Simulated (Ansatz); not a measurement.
Reflectivity of ZrC (Fm-3m) at normal incidence (Ansatz, PBE, independent particles, without spin-orbit coupling, line width 0.1 eV (Gaussian), carrier damping 0.03 eV):

```
E (eV)  R (%)
  1.00   57.0
  1.25   52.0
  1.50   48.4
  1.75   48.0
  2.00   47.0
  2.25   45.0
  2.50   42.9
  2.75   40.9
  3.00   39.5
  3.25   39.0
  3.50   39.0
  3.75   38.9
  4.00   39.1
  4.25   41.1
  4.50   40.4
  4.75   39.2
  5.00   38.1
```

**Question.** What colour would a polished face show in daylight?

**Answer.** Light grey: CIE x = 0.324, y = 0.339, luminous reflectivity 45 % under D65, from the mean over the axes.

[Logs are printed without paths, hosts, clocks, repeated set-up lines and the standing remarks that a program may print on its own settings, such as how far it seeks lower states.]
